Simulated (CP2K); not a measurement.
The N K edge of 3-cyanopyrrole was computed by TDDFT (CP2K XAS_TDP, aug-cc-pVDZ, TDA) at these levels: PBE, PBEh(45%) and PBEh(45%) + GW2X. The first three lines of N1 (bonded to C) with a strength over 0.0015, energy in eV and strength:

| run | first | second | third |
| --- | --- | --- | --- |
| 1 | 395.51 (0.104) | 400.27 (0.002) | 401.23 (0.007) |
| 2 | 379.38 (0.012) | 380.12 (0.005) | 380.60 (0.002) |
| 3 | 400.77 (0.102) | 405.52 (0.002) | 406.49 (0.006) |

Which run is which?

Run 1: PBEh(45%) (45 % exact exchange). Run 2: PBE (0 % exact exchange). Run 3: PBEh(45%) + GW2X (45 % exact exchange). Self-interaction lifts the core level, so the uncorrected lines rise with the share of exact exchange. The GW2X run keeps the spacings of its parent: 4.75 eV between the first two lines in run 3, 4.76 eV in run 1. Its shift is +5.26 eV, since the Kohn–Sham level at this share of exchange lies that far above the quasiparticle level.

[Hosts, paths, dates, database ids (printed as entryN), source tags and the programs' standing remarks are cut or masked in the printed files.]
